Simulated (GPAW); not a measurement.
# ZnGeAs2 (I-42d): G0W0 with GPAW, start to end, part 2 of 2

Wanted: ground state, empty states, screening and self-energy for ZnGeAs2 (I-42d).

GPAW 26.7.0; LDA and many-body steps on it, plane waves. Known limits of the many-body steps: not at the basis limit; no spin-orbit coupling.

So far. Step 2 (Ground state): The gap is direct, at Γ. Step 3 (Bands along the symmetry lines): The gap is 0.158 eV, as in the run before at this level.

The database entry behind the starting cell differs from later determinations by our own check (old inner coordinate), so it need not match the best structure at ambient conditions.

## Step 4: Empty states on the mesh, 4×4×4 mesh, 833 bands

Level of this step: DFT, LDA, plane waves, PAW (GPAW).

The sums over transitions need many empty states on a uniform mesh; this step solves for them.

run.py

```python
import json
import numpy as np
from gpaw.mpi import world
from gpaw import GPAW

calc = GPAW('gs.gpw').fixed_density(kpts={'size': (4, 4, 4), 'gamma': True},
    parallel={'domain': 1, 'band': 1},
    txt='nscf.txt')
calc.diagonalize_full_hamiltonian(nbands=833)
calc.write('full.gpw', mode='all')
res = {}
kpts = calc.get_ibz_k_points()
res['kpts'] = kpts
res['eigenvalues'] = [calc.get_eigenvalues(kpt=k) for k in range(len(kpts))]
res['n_electrons'] = calc.get_number_of_electrons()

if world.rank == 0:
    with open('result.json', 'w') as f:
        json.dump(res, f, default=lambda x: x.tolist())
```

The run is started by

```
$ mpirun -n 8 gpaw python run.py
```

Numbers of over 12 decimals in the logs are rounded to 6 here.

What it wrote:

```text
Diagonalizing LCAO Hamiltonian
Converting LCAO to pw mode
convergence criteria:
- Maximum integral of absolute [eigenst]ate change: 4e-08 eV^2 / valence electron
maximum number of iterations: 100

SCF iterations
|iter     |     time |      energy | eigst |  dens |
|iter:   1|  |             | +1.48 |       |
|iter:   2|  |             | +0.45 |       |
|iter:   3|  |             | +0.03 |       |
[...]
|iter:  48|  |             | -5.44 |       |
|iter:  49|  |             | -5.47 |       |
[... further lines of this kind ...]
|iter:  92|  |             | -8.44c|       |
SCF steps: 92
  __  _  _
 | _ |_)|_||  |
 |__||  | ||/\| - 26.7.0

Input parameters:
  mode=PW(ecut=600.0),
  convergence={'density': 1e-06, 'bands': -3},
  gpts=array([40, 40, 40]),
  kpts=MonkhorstPack(size=(4, 4, 4), gamma=True),
  maxiter=100,
  nbands=36,
  occupations=Occupations(name='fermi-dirac', width=0.001, fixmagmom=False),
  parallel={'domain': 1, 'band': 1},
  xc=XC(name='LDA')
Matrix size: 5963x5963
# Writing to full.gpw (mode='all')
  [... matrices ...]

timing:  # [seconds]
  Total: 466.301  # ━━━━━━━━━━━━━━━━━━━━━━━━━━━━━━━━━━━━━━━━━━━━━━━━━━━━━━━━━
```

Run time: 8.9 min. Hardware: 8 MPI ranks of Arm Neoverse V2, shared host; peak memory 24 GiB; 66 min of CPU time.

This step gave:

```yaml
gap: 0.1581 eV
k_of_the_valence_top: 0, 0, 0
k_of_the_conduction_bottom: 0, 0, 0
least_direct_gap: 0.1581 eV
k_points_computed: 14
lowest_point_of_the_top_converged_band_above_the_valence_top: 147.7219 eV
```

On this mesh the gap is 0.158 eV.

## Step 5: Screening and self-energy, 4×4×4 mesh, 382 bands, screening to 96 eV

Now the one-shot GW correction: screening in the RPA, then the self-energy of the levels asked for.

This step: G0W0 on LDA, plane waves, PAW.

run.py

```python
import json
import numpy as np
from gpaw.mpi import world
from gpaw.response.g0w0 import G0W0

gw = G0W0('full.gpw',
    filename='gw',
    kpts=[0],
    bands=(24, 28),
    ecut=96,
    nbands=382,
    integrate_gamma='WS',
    ppa=True)
gw.calculate()
res = {mode: {k: v for k, v in r.items() if k != 'sigma_eskwn'}
       for mode, r in gw.all_results.items()}

if world.rank == 0:
    with open('result.json', 'w') as f:
        json.dump(res, f, default=lambda x: x.tolist())
```

The run is started by

```
$ mpirun -n 8 gpaw python run.py
```

What it wrote:

```text
Using integrator: PointIntegrator
FrequencyGridDescriptor(from 0.000+0.000j to 0.000+27.211j eV, 2 points)
Nonperiodic BCs:  [False False False]
Using integrator: PointIntegrator
FrequencyGridDescriptor(from 0.000+0.000j to 0.000+27.211j eV, 2 points)
Nonperiodic BCs:  [False False False]
  ___  _ _ _
 |   || | | |
 | | || | | |
 |__ ||_____|
 |___|

BZ k-points: Symmetries present (total): 4

  [... matrices ...]
64 k-points: 4 x 4 x 4 Monkhorst-Pack grid + [1/8,1/8,1/8]
14 k-points in the irreducible part of the Brillouin zone
       k-points in crystal coordinates                weights
   0:     0.00000000    0.00000000    0.00000000          1/64
   1:     0.25000000   -0.25000000    0.00000000          4/64
   2:     0.25000000   -0.25000000    0.25000000          4/64
   3:     0.25000000    0.00000000    0.00000000          8/64
   4:     0.25000000    0.25000000   -0.25000000          2/64
   5:     0.25000000    0.25000000    0.25000000          2/64
   6:     0.50000000    0.00000000    0.25000000          8/64
   7:     0.50000000    0.00000000    0.50000000          4/64
   8:     0.50000000    0.25000000    0.00000000          8/64
   9:     0.50000000    0.25000000    0.25000000          8/64
          ...
  13:     0.50000000    0.50000000    0.50000000          1/64

Distributing spins, k-points and bands (1 x 1 x 4) over 8 processes
Number of blocks: 1

Quasi particle states:
k-points (IBZ indices): [0]
Band range: (24, 28)
  [... matrices ...]
Computational parameters:
Plane wave cut-off: 96 eV
Number of bands: 382
Coulomb cutoff: None
Broadening: 0.1 eV

fxc modes: GW
Kernel: RPA
Using Godby-Needs plasmon-pole approximation:
  Fitting energy: i*E0, E0 = 1.000 Hartree
Summing all q:

Calculating screened Coulomb potential
No Coulomb truncation
FrequencyGridDescriptor(from 0.000+0.000j to 0.000+27.211j eV, 2 points)
Removing empty qpoint cache files...

Calculating chi0 body with:
    Ground state adapter containing:
    Number of spins: 1
    Number of kpoints: 64
    Number of irreducible kpoints: 14
    Number of completely occupied states: 26
    Number of partially occupied states: 26
    Occupied states memory: 25.390625 M / cpu

    Linear response parametrization:
    q_c: [0.0, 0.0, 0.0]
    Number of frequency points: 2
    Planewave cutoff: 96.0
    Number of bands: 382
    Number of planewaves: 397
    Broadening (eta): 1e-06
    comm.size: 8
    kncomm.size: 8
    blockcomm.size: 1

    Memory estimate of potentially large arrays:
        chi0_wGG: 4.809845 M / cpu
Integrating chi0 body.

Symmetries of q_c:
    Direct symmetries (Uq -> q): 4
    Indirect symmetries (TUq -> q): 4
In total 8 allowed symmetries.

  [... matrices ...]
14 groups of equivalent kpoints. 78.125% reduction.

Integral kind: response function
Integrating chi0 head and wings.

Symmetries of q_c:
    Direct symmetries (Uq -> q): 4
    Indirect symmetries (TUq -> q): 4
In total 8 allowed symmetries.

  [... matrices ...]
14 groups of equivalent kpoints. 78.125% reduction.

Integral kind: response function wings

Calculating chi0 body with:
    Ground state adapter containing:
    Number of spins: 1
    Number of kpoints: 64
    Number of irreducible kpoints: 14
    Number of completely occupied states: 26
    Number of partially occupied states: 26
    Occupied states memory: 25.390625 M / cpu

    Linear response parametrization:
[... the further q-points ...]

Results:
f:      Occupation numbers
eps:     KS-eigenvalues [eV]
vxc:     KS vxc [eV]
exx:     Exact exchange [eV]
sigma:   Self-energies [eV]
dsigma:  Self-energy derivatives
Z:       Renormalization factors
qp:      QP-energies [eV]

k-point 0 (0): (0.000, 0.000, 0.000)                GW
band       f     eps     vxc     exx   sigma  dsigma       Z      qp
                                                                   GW
  24   1.000   4.742 -16.112 -17.232   1.032  -0.279   0.782   4.672
  25   1.000   4.816 -16.113 -17.267   1.050  -0.280   0.781   4.734
  26   0.000   4.974 -16.425 -12.373  -2.878  -0.268   0.789   5.900
  27   0.000   6.027 -11.343  -7.482  -3.580  -0.255   0.797   6.250
```

The job ended after 20 min (8 MPI ranks; peak memory 6.7 GiB).

This step gave:

```yaml
g0w0_gap_on_the_points_computed: 1.165 eV
least_direct_g0w0_gap_on_the_computed_points: 1.165 eV
z_at_the_valence_top: 0.7812
z_at_the_conduction_bottom: 0.7888
starting_gap_on_the_mesh: 0.1581 eV
k_of_the_valence_top: 0, 0, 0
k_of_the_conduction_bottom: 0, 0, 0
```

The gap on the mesh goes from 0.16 eV to 1.17 eV, a correction of +1.01 eV.

Limits: finite bands, cutoff and mesh; no spin-orbit coupling. v1 is the top filled band, c1 the lowest empty one. Levels before and after the correction, in eV, zero at the valence-band top of each column:

```
           conduction bottom  valence top
Kohn-Sham               0.16         0.00
     G0W0               1.17         0.00
```

```
           level  energy (eV)
Kohn-Sham   Γ v2       -0.074
Kohn-Sham   Γ v1        0.000
Kohn-Sham   Γ c1        0.158
Kohn-Sham   Γ c2        1.211
     G0W0   Γ v2       -0.062
     G0W0   Γ v1        0.000
     G0W0   Γ c1        1.165
     G0W0   Γ c2        1.516
```

## Step 6: Where the time went

Times are wall times on 8 MPI ranks of Arm Neoverse V2, shared host. The host was busy with other work, so they are no guide to cost.

```
                          step     time  share  memory (GiB)
                  ground state  2.2 min    7 %           1.8
bands along the symmetry lines     88 s    4 %           2.5
      empty states on the mesh  8.9 min   27 %            24
     screening and self-energy   20 min   61 %           6.7
```

## Step 7: Results

```yaml
lda_gap: 0.16 eV, direct
g0w0_gap_on_the_mesh: 1.17 eV
gw_settings: 4×4×4 mesh, 382 bands, screening to 96 eV, Godby-Needs plasmon pole
known_limits: not at the basis limit; no spin-orbit coupling
```

G0W0 moves the gap on the mesh from 0.16 eV to 1.17 eV (+1.01 eV), with Z of 0.78 and 0.79 at the edges. Only 1 of the mesh's irreducible points was corrected, so a valley elsewhere could overtake. The dearest step here is «screening and self-energy». Bands and cutoff are finite, so the gap is not at the basis limit. The miss can reach some tenths of an eV and take either sign; the mesh is an error of its own. These stock PAW sets were not made for GW; the filled d or f shell of As and Ge lies in the frozen core, which bears on start and correction. In the G0W0 run levels were corrected at 1 k point alone, so a gap called «on the mesh» is the least over those, and an edge elsewhere would be missed. The many-body steps are scalar-relativistic: spin-orbit coupling is not in them.

[Paths, hosts, dates, memory and timing lines, banners, echoed tables and standing remarks are left out of the program output.]

[Logs are printed without paths, hosts, clocks, repeated set-up lines and the standing remarks that a program may print on its own settings, such as how far it seeks lower states.]

[Runs of the session that timed out or met a known fault of the program may be left out.]

[Hosts, paths, dates, database ids (printed as entryN), source tags and the programs' standing remarks are cut or masked in the printed files.]
